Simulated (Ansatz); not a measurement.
# Lattice dynamics of (GaAs)3(CuCl)1 [001] superlattice, started as zinc blende

Wanted: vibrations and spectra of (GaAs)3(CuCl)1 [001] superlattice, started as zinc blende; the cell is already relaxed.

Program: Ansatz 0.2.0. Level of theory: DFT PBEsol, scalar-relativistic, plane waves, PAW. Results are calculated unless marked as measured.

The structure was built from a prototype and need not be the compound's stable phase.

Symmetry: Pmm2, No. 25, orthorhombic system. Conventional cell: a = 3.994 Å, b = 4.073 Å, c = 11.071 Å, α = 90.00°, β = 90.00°, γ = 90.00°. As has 4 Ga at 2.42 to 2.50 Å nearest. Nearest to As lie 4 Ga at 2.43 to 2.50 Å. As has 2 Cu at 2.29 Å and 2 Ga at 2.43 Å nearest. Cl has 2 Ga at 2.44 Å and 2 Cu at 2.60 Å nearest. Nearest to Cu lie 2 As at 2.29 Å and 2 Cl at 2.60 Å. Ga has 2 As at 2.42 Å and 2 Cl at 2.44 Å nearest. Farther neighbours and most contacts between anions are not listed.

- space group (within 0.01 Å): Pmm2
- volume per atom: 22.5 Å³
- electronic character: no gap on this mesh
- highest optical mode at the zone centre (no LO-TO term): 282 cm⁻¹
- lowest optical zone-centre mode: -44.9 cm⁻¹
- imaginary modes at Γ (the only wavevector solved): yes

A zone-centre mode is imaginary (44.9i cm⁻¹), so this structure is not a minimum of the energy. The optical modes at Γ span -45 to 282 cm⁻¹ (negative means imaginary). No dispersion was computed. With no gap, or one that is small against the smearing, the frequencies hang on the k mesh and the smearing, most of all near Kohn anomalies. A semilocal functional can close a gap that the real compound would have, so the metallic treatment may be an artefact of the level. The starting cell was built on a prototype and not taken from a measurement, so the phase need not exist. These are harmonic frequencies at zero temperature: anharmonic shifts, linewidths and thermal expansion are left out.

**Question.** Which input and command would start the first run of this session?

A: The input that was run:

Contents of input.yaml:

```yaml
crystal:
  lattice:
    - [2.8244914758, 2.8244914758, 0.0]
    - [-2.8797628627, 2.8797628627, 0.0]
    - [0.0, 0.0, 11.0712925074]
  atoms:
    - { symbol: As, position: [0.5, 0.0, 0.1222399209] }
    - { symbol: As, position: [0.0, 0.5, 0.3778758987] }
    - { symbol: As, position: [0.5, 0.0, 0.6327921183] }
    - { symbol: Cl, position: [0.0, 0.5, 0.8784198061] }
    - { symbol: Cu, position: [0.5, 0.5, 0.7279564264] }
    - { symbol: Ga, position: [0.0, 0.0, -0.0009629859] }
    - { symbol: Ga, position: [0.5, 0.5, 0.2533311895] }
    - { symbol: Ga, position: [0.0, 0.0, 0.5083476258] }
kpoints:
  mp_grid: { grid: [12, 12, 4] }
hamiltonian:
  xc: pbesol
scf:
  occupations: { method: methfessel_paxton, width: 0.2 }
output:
  eigenvalues: true
phonons:
  method: dfpt
```

The run is started by

```console
ansatz run input.yaml --threads 8 --pin off --max-ram 14336MiB --backend cpu --events-out ev --progress --plain --runs-dir out
```

[Logs are printed without paths, hosts, clocks, repeated set-up lines and the standing remarks that a program may print on its own settings, such as how far it seeks lower states.]

[Hosts, paths, dates, database ids (printed as entryN), source tags and the programs' standing remarks are cut or masked in the printed files.]
